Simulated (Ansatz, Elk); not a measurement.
# Mg5ZrAlZn: X-ray structure factors from the self-consistent density

Structure refinements treat a crystal as free atoms side by side. For a made-up structure of Mg5ZrAlZn (cell and positions from a PBE relaxation) the runs below show what the calculated density changes in F(hkl).

Program: Elk 11.2.3 (patched build). Level of theory: DFT, PBE, all-electron APW+lo, Dirac cores, scalar-relativistic bands, static density, no spin. Results are calculated unless marked as measured.

This account leaves out most program logs.

The structure was built from a prototype and need not be the compound's stable phase.

## (1) Set-up

The structure is orthorhombic, space group Amm2 (No. 38). The conventional cell has a = 4.969 Å, b = 6.053 Å, c = 11.128 Å, α = 90.00°, β = 90.00°, γ = 90.00°. Nearest to Zr lie 2 Al at 3.03 Å and 10 Mg at 3.04 to 3.19 Å. Zn has 10 Mg at 3.03 to 3.22 Å and 2 Al at 3.04 Å nearest. Nearest to Al lie 2 Zr at 3.03 Å and 2 Zn at 3.04 Å and 8 Mg at 3.07 to 3.19 Å. Mg has 2 Zn at 3.03 Å and 2 Zr at 3.04 Å and 8 Mg at 3.08 to 3.21 Å nearest. Nearest to Mg lie 6 Mg at 3.01 to 3.21 Å and 2 Zr at 3.07 Å and 2 Al at 3.07 Å and 2 Zn at 3.12 to 3.22 Å. Nearest to Mg lie 6 Mg at 2.98 to 3.09 Å and 2 Zn at 3.07 Å and 2 Al at 3.14 to 3.19 Å and 2 Zr at 3.14 to 3.19 Å. Farther neighbours are not listed.

## (2) Ground state and structure factors

An all-electron density is needed, since X-rays see the cores too. Task 0 finds the density and task 195 Fourier-transforms it; tshift is off so that phases refer to the origin typed.

elk.in reads:

```
tasks
  0
  195

xctype
  20

spinpol
  .false.

rgkmax
  7.0

gmaxvr
  14.0

lmaxo
  7

lmaxapw
  8

swidth
  0.002

tshift
  .false.

ramdisk
  .false.

hmaxvr
  5.5

maxscl
  120

epspot
  1e-06

sppath
  './'

avec
  9.39056619415 -0.00000000000 -0.00000000000
  -0.00000000000 5.71921625646 10.51402598829
  0.00000000000 -5.71921625646 10.51402598829

atoms
  4
  'Zr.in'
  1
  0.5000000000 0.6731402564 0.6731402564   0.000000 0.000000 0.000000
  'Zn.in'
  1
  -0.0000000000 0.3287840454 0.3287840454   0.000000 0.000000 0.000000
  'Al.in'
  1
  0.5000000000 0.1710547609 0.1710547609   0.000000 0.000000 0.000000
  'Mg.in'
  5
  -0.0000000000 0.8309368339 0.8309368339   0.000000 0.000000 0.000000
  -0.0000000000 0.3363443733 0.8328261068   0.000000 0.000000 0.000000
  0.0000000000 0.8328261068 0.3363443733   0.000000 0.000000 0.000000
  0.5000000000 0.1737426894 0.6653709339   0.000000 0.000000 0.000000
  0.5000000000 0.6653709339 0.1737426894   0.000000 0.000000 0.000000

ngridk
  5 4 4
```

Command:

```console
$ OMP_NUM_THREADS=4 elk
```

It took 1.8 min on 4 threads of Arm Neoverse V2, shared host; peak memory 0.32 GiB.

SFACRHO.OUT:

```text

h k l indices transformed by vhmat matrix:
   1.000000000       0.000000000       0.000000000    
   0.000000000       1.000000000       0.000000000    
   0.000000000       0.000000000       1.000000000    

      h      k      l  multipl.   |H|            Re(F)            Im(F)           |F|

      0      0      0      1   0.0000000       143.00000     -0.10311322E-16   143.00000    
      0     -1     -1      1  0.59760032      -26.827942      -8.0968207       28.023151    
      0      1      1      1  0.59760032      -26.827942       8.0968207       28.023151    
      0      0     -1      2  0.62531372      -20.580733       7.0266403       21.747189    
      0      1      0      2  0.62531372      -20.580733      -7.0266403       21.747189    
     -1      0      0      2  0.66909547      -9.5891916     -0.77187040E-14   9.5891916    
      1     -1     -1      2  0.89711476       4.7420758       34.157720       34.485318    
     -1      1      1      2  0.89711476       4.7420758      -34.157720       34.485318    
      1      0      1      4  0.91580893       3.3826813       35.846866       36.006115    
      1      0     -1      4  0.91580893       3.3826813      -35.846866       36.006115    
      0     -2     -1      2   1.0513180       39.360496      -1.7262043       39.398330    
      0      1      2      2   1.0513180       39.360496       1.7262043       39.398330    
      0     -1      1      2   1.0986095       40.483048      0.47753171E-14   40.483048    
      0     -2     -2      1   1.1952006      -46.448303       8.7119166       47.258251    
      0      2      2      1   1.1952006      -46.448303      -8.7119166       47.258251    
      1      2      1      4   1.2461775      -6.4672449      -5.4513506       8.4582788    
     -1     -1     -2      4   1.2461775      -6.4672449       5.4513506       8.4582788    
      0      2      0      2   1.2506274      -59.244578       5.2579256       59.477439
```

Elk indexes on the primitive cell of elk.in and gives |H| = 4π sin θ/λ in inverse bohr. Below, one row stands for each form hkl of the conventional cell (m members, Friedel mates merged), F is for one primitive cell and the density is static (no thermal factor). Free-atom factors are Waasmaier and Kirfel's, and R is Σm||F|−|F'||/Σm|F|.

```
hkl  m  sin θ/λ (Å⁻¹)  abs F, DFT  neutral atoms   diff.  abs of complex diff.
002  2          0.090      28.023         27.779  +0.244                 0.333
011  4          0.094      21.747         21.621  +0.126                 0.209
100  2          0.101       9.589          9.171  +0.418                 0.418
102  4          0.135      34.485         34.367  +0.118                 0.140
111  8          0.138      36.006         36.046  -0.040                 0.048
013  4          0.158      39.398         39.605  -0.207                 0.207
020  2          0.165      40.483         40.576  -0.093                 0.093
004  2          0.180      47.258         47.416  -0.158                 0.166
113  8          0.187       8.458          8.593  -0.135                 0.145
022  4          0.188      59.477         59.853  -0.376                 0.381
120  4          0.193       7.507          7.604  -0.097                 0.097
200  2          0.201     107.590        108.285  -0.695                 0.695
104  4          0.206      96.824         97.506  -0.681                 0.683
122  8          0.213      88.898         89.585  -0.686                 0.690
```

## (3) The highest occupied states alone

An energy window below the Fermi level keeps the highest occupied states, to see at which angles they scatter; shallow core shells can lie inside it and anion s states outside. No new self-consistency is needed.

Changes to elk.in since step 2:

```diff
@@ -1,3 +1,2 @@
 tasks
-  0
   195
@@ -40,2 +39,5 @@
 
+wsfac
+  -0.194530 0.472960
+
 sppath
```

Command:

```console
$ OMP_NUM_THREADS=4 elk
```

Wall time 26 s (4 threads); peak memory 0.22 GiB; 30 s of CPU time.

States within 10 eV below the Fermi level hold 29.00 electrons; any levels below the window count with the cores. Their amplitudes can exceed the total, where window and core parts have opposite phase:

```
hkl  sin θ/λ (Å⁻¹)  abs F, window  abs F, all
002          0.090          9.058      28.023
011          0.094          9.234      21.747
100          0.101          7.369       9.589
102          0.135          9.470      34.485
111          0.138          8.968      36.006
013          0.158          8.455      39.398
020          0.165          9.055      40.483
004          0.180          7.754      47.258
113          0.187          7.855       8.458
022          0.188          7.688      59.477
```

## (4) Another functional

The difference from free atoms is small, so it is set against the change that LDA (Perdew-Wang) makes.

Changes to elk.in since step 3:

```diff
@@ -1,2 +1,3 @@
 tasks
+  0
   195
@@ -4,3 +5,3 @@
 xctype
-  20
+  3
 
@@ -39,5 +40,2 @@
 
-wsfac
-  -0.194530 0.472960
-
 sppath
```

Command:

```console
$ OMP_NUM_THREADS=4 elk
```

It took 74 s on 4 threads; peak memory 0.25 GiB.

Against the first run R = 0.08 %; the largest change is -0.117 at 040.

## (5) A coarser k-mesh

About half the k-points along each axis test the sampling.

Changes to elk.in since step 4:

```diff
@@ -5,3 +5,3 @@
 xctype
-  3
+  20
 
@@ -68,2 +68,2 @@
 ngridk
-  5 4 4
+  2 2 2
```

Command:

```console
$ OMP_NUM_THREADS=4 elk
```

Run time: 49 s. Hardware: 4 threads; peak memory 0.31 GiB; 1.7 min of CPU time.

Against the first run R = 0.03 %; the largest change is -0.090 at 013.

## (6) Settings against the effect

```
              run  R against the first run (%)  R against neutral atoms, low angle (%)  wall time
    PBE, rgkmax 7                         0.00                                    0.51    1.8 min
LDA (Perdew-Wang)                         0.08                                    0.52       74 s
     k-mesh 2×2×2                         0.03                                    0.52       49 s
```

## (7) Summary of results

| Quantity | Value |
| --- | --- |
| R against neutral atoms, sin θ/λ < 0.3 Å⁻¹ | 0.51 % |
| R against neutral atoms, 0.3 to 0.54 Å⁻¹ | 0.11 % |

In words: Independent neutral atoms miss the calculated amplitudes by R = 0.51 % below 0.3 Å⁻¹ and 0.11 % from there to 0.54 Å⁻¹; by shells, 0.45 % below 0.15 Å⁻¹ (5 forms), 0.52 % 0.15 to 0.3 (25 forms), 0.14 % 0.3 to 0.45 (63 forms), 0.08 % above 0.45 (56 forms). Bonding, aspherical density and the tables' own atoms all enter these figures, and the runs don't part them. The largest change of an amplitude is -0.69 electrons, at 200. R counts amplitudes alone; phases shift too. The window's part falls from 29.0 electrons at the origin to at most 3.07 between 0.45 and 0.54 Å⁻¹, where compact states inside the window still scatter. Below 0.3 Å⁻¹ the changes that finished (LDA (Perdew-Wang) and k-mesh 2×2×2) move F by R = 0.06 % at most, against the 0.51 % that separates it from free atoms. The basis has no finished test. Part of the difference isn't bonding: the tables are fits to free atoms and ions calculated by other methods than this functional. Thermal motion, anomalous dispersion and extinction are left out.

[Logs are printed without paths, hosts, clocks, repeated set-up lines and the standing remarks that a program may print on its own settings, such as how far it seeks lower states.]

[Hosts, paths, dates, database ids (printed as entryN), source tags and the programs' standing remarks are cut or masked in the printed files.]
